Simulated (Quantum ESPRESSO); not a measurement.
# Zr (Zirconium): from the cell to the phonon bands, part 2 of 3

How does Zr (Zirconium) vibrate, and is this structure a minimum?

Quantum ESPRESSO 7.5; DFT LDA, scalar-relativistic, plane waves, PseudoDojo norm-conserving pseudopotentials.

So far. Step 2 (A probe with smearing): No gap opens on this mesh, so smearing is kept; the start stands at -6.2 GPa. Step 4 (Self-consistent run for the response): The cell stands at 0 GPa, close enough for phonons. The relaxed cell has a = 3.147, c = 5.082 Å (conventional setting).

## (7) Phonons on a q mesh

Linear response treats each wavevector in the unit cell, with no supercell; the 3×3×2 mesh fixes the range of the force constants to be had. The change of the potential is kept for the electron-phonon matrix elements.

Input file ph.in:

```
phonons
&inputph
   prefix = 'x'
   outdir = './tmp'
   fildyn = 'x.dyn'
   tr2_ph = 1.0d-18
   alpha_mix(1) = 0.4
   nmix_ph = 8
   ldisp = .true.
   nq1 = 3
   nq2 = 3
   nq3 = 2
   electron_phonon = 'interpolated'
   fildvscf = 'dvscf'
   el_ph_sigma = 0.005
   el_ph_nsigma = 10
/
```

Command:

```console
$ OMP_NUM_THREADS=1 mpirun -n 4 ph.x -nk 4 -in ph.in > ph.out
```

Numbers of over 12 decimals in the logs are rounded to 6 here.

Output:

```text
[banners, grids, parts of the stress and lines that vanish by symmetry left out]
[banner, memory and clock lines left out]
Program PHONON v.7.5

[...]
Exchange-correlation= PW
                           (   1   4   0   0   0   0   0)
[...]
(   6 q-points):
[...]
kinetic-energy cut-off    =      70.0000  Ry
     charge density cut-off    =     280.0000  Ry
     convergence threshold     =      1.0E-18
[...]
Exchange-correlation= PW
                           (   1   4   0   0   0   0   0)
[...]
q = (   0.0000000   0.0000000   0.0000000 )
     25 Sym.Ops. (with q -> -q+G )
     G cutoff =  250.9125  (  23223 G-vectors)     FFT grid: ( 32, 32, 54)
     number of k points=   135  Marzari-Vanderbilt smearing, width (Ry)=  0.0200
[...]
Mode symmetry, D_6h(6/mmm) point group:
[...]
Representation #   1 mode #   1
[...]
End of self-consistent calculation
     Convergence has been achieved
     Representation #   2 modes #   2   3
[...]
End of self-consistent calculation
     Convergence has been achieved
     Representation #   3 mode #   4
[...]
End of self-consistent calculation
     Convergence has been achieved
     Representation #   4 modes #   5   6
[...]
End of self-consistent calculation
     Convergence has been achieved
[...]
q = (    0.000000000   0.000000000   0.000000000 )
[...]
freq (    1) =       0.026612 [THz] =       0.887680 [cm-1]
     freq (    2) =       0.026612 [THz] =       0.887680 [cm-1]
     freq (    3) =       0.031409 [THz] =       1.047681 [cm-1]
     freq (    4) =       1.900345 [THz] =      63.388680 [cm-1]
     freq (    5) =       1.900345 [THz] =      63.388680 [cm-1]
     freq (    6) =       5.085600 [THz] =     169.637368 [cm-1]
[...]
Mode symmetry, D_6h(6/mmm) point group:
     freq (   1-   2) =          0.9  [cm-1]   --> E_1u            I
     freq (   3-   3) =          1.0  [cm-1]   --> A_2u            I
     freq (   4-   5) =         63.4  [cm-1]   --> E_2g            R
     freq (   6-   6) =        169.6  [cm-1]   --> B_1g
[...]
lambda(    1)=  0.0000   gamma=    0.03 GHz
     lambda(    2)=  0.0000   gamma=    0.03 GHz
     lambda(    3)=  0.0000   gamma=    0.04 GHz
     lambda(    4)=  0.7590   gamma=   36.64 GHz
     lambda(    5)=  0.7637   gamma=   36.87 GHz
     lambda(    6)=  0.2475   gamma=   85.59 GHz
[...]
Representation #   1 modes #   1   2
[...]
Convergence has been achieved
     Representation #   2 modes #   3   4   5   6
[...]
Convergence has been achieved
[...]
q = (    0.000000000   0.000000000  -0.309678820 )
[...]
freq (    1) =       1.236051 [THz] =      41.230207 [cm-1]
     freq (    2) =       1.236051 [THz] =      41.230207 [cm-1]
     freq (    3) =       1.236051 [THz] =      41.230207 [cm-1]
     freq (    4) =       1.236051 [THz] =      41.230207 [cm-1]
     freq (    5) =       4.135172 [THz] =     137.934505 [cm-1]
     freq (    6) =       4.135172 [THz] =     137.934505 [cm-1]
[...]
lambda(    1)=  0.5301   gamma=   10.83 GHz
     lambda(    2)=  0.5211   gamma=   10.64 GHz
     lambda(    3)=  0.5245   gamma=   10.71 GHz
     lambda(    4)=  0.5313   gamma=   10.85 GHz
     lambda(    5)=  0.0829   gamma=   18.95 GHz
     lambda(    6)=  0.0807   gamma=   18.46 GHz
[...]
Mode symmetry, C_2v (mm2)  point group:
[...]
Representation #   1 mode #   1
[...]
Convergence has been achieved
     Representation #   2 mode #   2
[...]
Convergence has been achieved
[...]
Convergence has been achieved
[...]
Convergence has been achieved
[...]
Convergence has been achieved
[...]
Convergence has been achieved
[...]
q = (    0.000000000   0.384900179   0.000000000 )
[...]
freq (    1) =       1.802143 [THz] =      60.113019 [cm-1]
     freq (    2) =       2.067862 [THz] =      68.976458 [cm-1]
[...]
Mode symmetry, C_2v (mm2)  point group:
     freq (   1-   1) =         60.1  [cm-1]   --> B_1  D_3  S_3
     freq (   2-   2) =         69.0  [cm-1]   --> B_2  D_4  S_4
     freq (   3-   3) =        138.7  [cm-1]   --> B_1  D_3  S_3
     freq (   4-   4) =        151.1  [cm-1]   --> A_1  D_1  S_1
     freq (   5-   5) =        169.2  [cm-1]   --> A_1  D_1  S_1
     freq (   6-   6) =        169.9  [cm-1]   --> B_2  D_4  S_4
[...]
lambda(    1)=  0.2558   gamma=   11.10 GHz
     lambda(    2)=  0.2575   gamma=   14.72 GHz
[...]
Convergence has been achieved
[...]
Convergence has been achieved
[...]
Convergence has been achieved
[...]
q = (    0.000000000   0.384900179  -0.309678820 )
[...]
Mode symmetry, D_3h (-62m) point group:
[...]
Representation #   1 mode #   1
[...]
Convergence has been achieved
     Representation #   2 mode #   2
[...]
Convergence has been achieved
     Representation #   3 modes #   3   4
[...]
Convergence has been achieved
     Representation #   4 modes #   5   6
[...]
Convergence has been achieved
[...]
q = (    0.333333333   0.577350269   0.000000000 )
[...]
freq (    5) =       4.466262 [THz] =     148.978450 [cm-1]
     freq (    6) =       6.318951 [THz] =     210.777534 [cm-1]
[...]
Mode symmetry, D_3h (-62m) point group:
     freq (   1-   2) =        126.5  [cm-1]   --> E''
     freq (   3-   3) =        148.3  [cm-1]   --> A'_2
     freq (   4-   5) =        149.0  [cm-1]   --> E'
     freq (   6-   6) =        210.8  [cm-1]   --> A'_1
[...]
lambda(    5)=  0.1683   gamma=   44.89 GHz
     lambda(    6)=  0.0339   gamma=   18.10 GHz
[...]
Representation #   1 modes #   1   2
[...]
Convergence has been achieved
     Representation #   2 modes #   3   4
[...]
End of self-consistent calculation
     Convergence has been achieved
     Representation #   3 modes #   5   6
[...]
End of self-consistent calculation
     Convergence has been achieved
[...]
q = (    0.333333333   0.577350269  -0.309678820 )
[...]
freq (    1) =       2.155240 [THz] =      71.891056 [cm-1]
     freq (    2) =       2.155240 [THz] =      71.891056 [cm-1]
     freq (    3) =       5.293503 [THz] =     176.572268 [cm-1]
     freq (    4) =       5.293503 [THz] =     176.572268 [cm-1]
     freq (    5) =       5.522649 [THz] =     184.215742 [cm-1]
     freq (    6) =       5.522649 [THz] =     184.215742 [cm-1]
[...]
lambda(    1)=  0.5623   gamma=   34.92 GHz
     lambda(    2)=  0.5696   gamma=   35.37 GHz
     lambda(    3)=  0.0570   gamma=   21.34 GHz
     lambda(    4)=  0.0573   gamma=   21.46 GHz
     lambda(    5)=  0.0902   gamma=   36.76 GHz
     lambda(    6)=  0.0897   gamma=   36.59 GHz
[...]
1   0.333333333   0.577350269  -0.309678820
          2  -0.333333333  -0.577350269   0.309678820


[key lines of the parts left out:]
the Fermi energy is    14.9248 ev
```

It took 1.8 h on 4 MPI ranks of Arm Neoverse V1, shared host.

Numbers from this step:

```yaml
largest_acoustic_frequency_at_the_zone_centre_before_the_sum_rule: 1.05 cm⁻¹
highest_optical_zone_centre_mode_no_lo_to_term: 169.6 cm⁻¹
lowest_optical_zone_centre_mode: 63.39 cm⁻¹
lowest_mode_on_the_q_mesh_acoustic_ones_at_the_zone_centre_apart: 41.23 cm⁻¹
```

Frequencies (cm⁻¹) at each irreducible wavevector; negative means imaginary. Frequencies by wavevector:

```
     q (fractions)  star  mode 1  mode 2  mode 3  mode 4  mode 5  mode 6
             0 0 0     1    0.89    0.89    1.05   63.39   63.39   169.6
          0 0 -0.5     1   41.23   41.23   41.23   41.23   137.9   137.9
        0 0.3333 0     6   60.11   68.98   138.7   151.1   169.2   169.9
     0 0.3333 -0.5     6   104.7   104.7   112.2   112.2   177.4   177.4
   0.3333 0.3333 0     2   126.5   126.5   148.3     149     149   210.8
0.3333 0.3333 -0.5     2   71.89   71.89   176.6   176.6   184.2   184.2
```

Couplings of single modes at a Gaussian broadening of 0.02 Ry, as ph.x prints them; it sets λ to zero for modes under 20 cm⁻¹. Mode couplings:

```
     q (fractions)  mode  frequency (cm⁻¹)       λ  linewidth γ (GHz)
          0 0 -0.5     1             41.23  0.5301              10.83
          0 0 -0.5     2             41.23  0.5211              10.64
          0 0 -0.5     3             41.23  0.5245              10.71
          0 0 -0.5     4             41.23  0.5313              10.85
          0 0 -0.5     5             137.9  0.0829              18.95
          0 0 -0.5     6             137.9  0.0807              18.46
        0 0.3333 0     1             60.11  0.2558               11.1
        0 0.3333 0     2             68.98  0.2575              14.72
        0 0.3333 0     3             138.7  0.0378               8.75
        0 0.3333 0     4             151.1  0.1156              31.71
        0 0.3333 0     5             169.2  0.0644              22.16
        0 0.3333 0     6             169.9  0.0695              24.09
     0 0.3333 -0.5     1             104.7  0.0669               8.81
     0 0.3333 -0.5     2             104.7  0.0659               8.68
     0 0.3333 -0.5     3             112.2  0.1103              16.67
     0 0.3333 -0.5     4             112.2  0.1135              17.16
     0 0.3333 -0.5     5             177.4  0.0907              34.28
     0 0.3333 -0.5     6             177.4  0.0883              33.39
   0.3333 0.3333 0     1             126.5  0.1898               36.5
   0.3333 0.3333 0     2             126.5    0.19              36.55
   0.3333 0.3333 0     3             148.3  0.0882               23.3
   0.3333 0.3333 0     4               149  0.1709              45.57
   0.3333 0.3333 0     5               149  0.1683              44.89
   0.3333 0.3333 0     6             210.8  0.0339               18.1
0.3333 0.3333 -0.5     1             71.89  0.5623              34.92
0.3333 0.3333 -0.5     2             71.89  0.5696              35.37
0.3333 0.3333 -0.5     3             176.6   0.057              21.34
0.3333 0.3333 -0.5     4             176.6  0.0573              21.46
0.3333 0.3333 -0.5     5             184.2  0.0902              36.76
0.3333 0.3333 -0.5     6             184.2  0.0897              36.59
```

Optical modes; normalised displacements of the dynamical-matrix file. Modes at Γ:

```
mode  frequency (cm⁻¹)  symmetry
   1              63.4       E2g
   2              63.4       E2g
   3             169.6       B1g
```

Displacements in mode 1 (63.4 cm⁻¹), the largest set to 1:
```
Zr1  0.00 -1.00  0.00
Zr2  0.00  1.00  0.00
```

Displacements in mode 3 (169.6 cm⁻¹), the largest set to 1:
```
Zr1  0.00  0.00 -1.00
Zr2  0.00  0.00  1.00
```

The acoustic modes at Γ come out as far as 1.1 cm⁻¹ from zero, where they should vanish, a small numerical error.

## (8) Force constants in real space

The dynamical matrices of the mesh are Fourier-transformed to force constants in real space.

Input file q2r.in:

```
&input
   fildyn = 'x.dyn'
   zasr = 'crystal'
   flfrc = 'x.fc'
   la2F = .true.
/
```

Command:

```console
$ q2r.x < q2r.in > q2r.out
```

Output:

```text
[banners, grids, parts of the stress and lines that vanish by symmetry left out]
[banner, memory and clock lines left out]
Program Q2R v.7.5

  reading grid info from file x.dyn0

  reading force constants from file x.dyn1
  Dielectric Tensor not found
  nqs=            1
 q=   0.00000000  0.00000000  0.00000000
  reading force constants from file x.dyn2
  nqs=            1
 q=   0.00000000  0.00000000 -0.30967882
  reading force constants from file x.dyn3
  nqs=            6
[...]
reading force constants from file x.dyn4
  nqs=            6
[...]
reading force constants from file x.dyn5
  nqs=            2
[...]
reading force constants from file x.dyn6
  nqs=            2
 q=   0.33333333  0.57735027 -0.30967882
 q=  -0.33333333 -0.57735027  0.30967882

      q-space grid ok, #points =   18

      fft-check success (sum of imaginary terms < 10^-12)

   Preparing gamma for a2F

 Broadening =      0.005
      q-space grid ok, #points =   18

      fft-check success (sum of imaginary terms < 10^-12)

 Broadening =      0.010
[...]
Broadening =      0.045
      q-space grid ok, #points =   18

      fft-check success (sum of imaginary terms < 10^-12)

 Broadening =      0.050
      q-space grid ok, #points =   18

      fft-check success (sum of imaginary terms < 10^-12)
```

Elapsed: 0.47 s, on 1 thread.

## (9) Interpolated phonon bands

From the force constants any wavevector is cheap; points of the mesh come back as solved, but for the sum rule and, in polar crystals, the LO-TO term at Γ; the rest is interpolation.

Input file matdyn.in:

```
&input
   asr = 'crystal'
   flfrc = 'x.fc'
   flfrq = 'x.freq'
   flvec = 'x.modes'
   q_in_band_form = .true.
   q_in_cryst_coord = .true.
/
12
  0.0000000   0.0000000   0.0000000  12  ! GAMMA
  0.5000000  -0.0000000   0.0000000  12  ! M
  0.3333333   0.3333333   0.0000000  12  ! K
  0.0000000   0.0000000   0.0000000  12  ! GAMMA
  0.0000000   0.0000000   0.5000000  12  ! A
  0.5000000  -0.0000000   0.5000000  12  ! L
  0.3333333   0.3333333   0.5000000  12  ! H
  0.0000000   0.0000000   0.5000000   1  ! A
  0.5000000  -0.0000000   0.5000000  12  ! L
  0.5000000  -0.0000000   0.0000000   1  ! M
  0.3333333   0.3333333   0.5000000  12  ! H
  0.3333333   0.3333333   0.0000000   1  ! K
```

Command:

```console
$ matdyn.x -in matdyn.in > matdyn.out
```

Output:

```text
[banner, memory and clock lines left out]
Program MATDYN v.7.5

 mass for atomic type   1 not given; uses mass from file x.fc
 Norm of the difference between old and new effective charges:    0.000000

 Norm of the difference between old and new force-constants:   2.54562e-06

     Message from routine matdyn:
     Z* not found in file x.fc, TO-LO splitting at q=0 will be absent!
     Message from routine matdyn:
     Z* not found in file x.fc, TO-LO splitting at q=0 will be absent!

Note: The following floating-point exceptions are signalling: IEEE_UNDERFLOW_FLAG
```

Elapsed: 0.46 s, on 1 thread.

This step gave:

| Item | Value |
| --- | --- |
| lowest frequency on the path | 0 cm⁻¹ |
| mean frequency | 127.2 cm⁻¹ |
| Debye temperature (second moment) | 250 K |
| logarithmic mean frequency | 118.1 cm⁻¹ |

Matdyn.x, sum rule crystal. Phonon branches along the path, in cm⁻¹:

```
    point  branch 1  branch 2  branch 3  branch 4  branch 5  branch 6
        Γ         0         0         0        63        63       170
  halfway        51        52       117       120       144       173
        M        66        89       159       162       180       188
  halfway       100       101       152       152       177       198
        K       126       126       148       149       149       211
  halfway        61        77       109       149       151       171
        Γ         0         0         0        63        63       170
  halfway        21        21        57        57        81       164
        A        41        41        41        41       138       138
  halfway        88        88       100       100       163       163
        L       119       119       120       120       193       193
  halfway        86        86       155       155       191       191
        H        72        72       177       177       184       184
  halfway        82        82       121       121       168       168
        A        41        41        41        41       138       138
jump to L       119       119       120       120       193       193
  halfway        84       104       142       148       186       191
        M        66        89       159       162       180       188
jump to H        72        72       177       177       184       184
  halfway        97        97       156       171       171       200
        K       126       126       148       149       149       211
```

The phonon branches as a text plot (rows in cm⁻¹):

```
    206 |           ***                                        **
    198 |          *   *                                 *    *
    189 |       ***                      ****** **       *****
    180 |      ****     *               *      *  *         **
    171 |*******   *   *********       *      * *  *         **
    162 |      ***  * * **      **           *      *       * **
    154 |    ********  *             **          *   *     *   **
    145 |          ****           * *       *     *   *   *     *
    136 |    **       **  *        *               *   ***
    127 |   **      **  * *       *        *             *      *
    119 |             *  * *            ***
    110 |  *       **  *   *           **  *        *    *     *
    101 |   *      *    * * *    *     *                 ***
     92 |  *     **    * *  *         *     *        *      * *
     83 | **   ** *     *  *         *       *   ***      *
     75 | *      *       *            *       ***   ***    * *
     66 |*    ***         * *****    *                *     *
     57 |    **                 *   *
     48 |   *             **     ****                  *
     40 | ***              **     **                    *
     31 |  *                *  * *
     22 |**                  *
     13 |**                  *  *
      4 |*                    **
         Γ      M    K        Γ   A       L    H       A|L M|H  K
```

Lowest modes at the softest wavevector of the mesh; phase exp(i q.(R + tau)). Modes at q = (0.000, 0.000, 0.500):

```
mode  frequency (cm⁻¹)
   1              41.2
   2              41.2
   3              41.2
   4              41.2
   5             137.9
   6             137.9
```

Displacements in mode 2 (41.2 cm⁻¹), the largest set to 1, in the home cell (x, y, z of the real part, then of the imaginary part):
```
Zr1  0.00  1.00  0.00  0.00  0.00  0.00
Zr2  0.00  0.03  0.00  0.00 -0.04  0.00
```

Displacements in mode 5 (137.9 cm⁻¹), the largest set to 1, in the home cell:
```
Zr1 0.00 0.00 1.00
Zr2 0.00 0.00 0.00
```

Force constants by pair (phonopy on the run's constants); pairs near half the supercell's span include their periodic images. Pair force constants, by row:

```
atom  neighbour  distance (Å)  third of the trace (eV/Å²)  along the pair's line (eV/Å²)
 Zr1     itself             0                       6.075                              –
 Zr1         Zr         3.124                     -0.5538                         -1.863
 Zr1         Zr         3.147                     -0.6266                         -1.571
 Zr1         Zr         4.435                      0.2045                         0.2095
 Zr1         Zr         5.082                     -0.0493                         -1.033
 Zr1         Zr         5.438                      0.0062                         0.0876
 Zr1         Zr         5.452                     -0.0165                         0.0423
 Zr1         Zr         5.978                      -0.032                         -0.017
 Zr1         Zr         7.453                      0.0082                         0.0035
 Zr2     itself             0                       6.075                              –
 Zr2         Zr         3.124                     -0.5538                         -1.863
 Zr2         Zr         3.147                     -0.6266                         -1.571
 Zr2         Zr         4.435                      0.2045                         0.2095
 Zr2         Zr         5.082                     -0.0493                         -1.033
 Zr2         Zr         5.438                      0.0062                         0.0876
 Zr2         Zr         5.452                     -0.0165                         0.0423
 Zr2         Zr         5.978                      -0.032                         -0.017
 Zr2         Zr         7.453                      0.0082                         0.0035
```

Harmonic mean-square displacement, third of the trace. Mean-square displacements:

```
T (K)  Zr1 U_eq (Å²)  Zr2 U_eq (Å²)
    0        0.00173        0.00173
  100        0.00344        0.00344
  300        0.00922        0.00922
  600        0.01821        0.01821
```

Mode patterns, pair constants, displacements and means over the zone were worked out by phonopy from the force constants of q2r.x.

All branches are real along the path.

(Part 2 of 3 ends here.)

[Host names and launcher messages were left out of these logs when they were recorded.]

[Logs are printed without paths, hosts, clocks, repeated set-up lines and the standing remarks that a program may print on its own settings, such as how far it seeks lower states.]

[Hosts, paths, dates, database ids (printed as entryN), source tags and the programs' standing remarks are cut or masked in the printed files.]
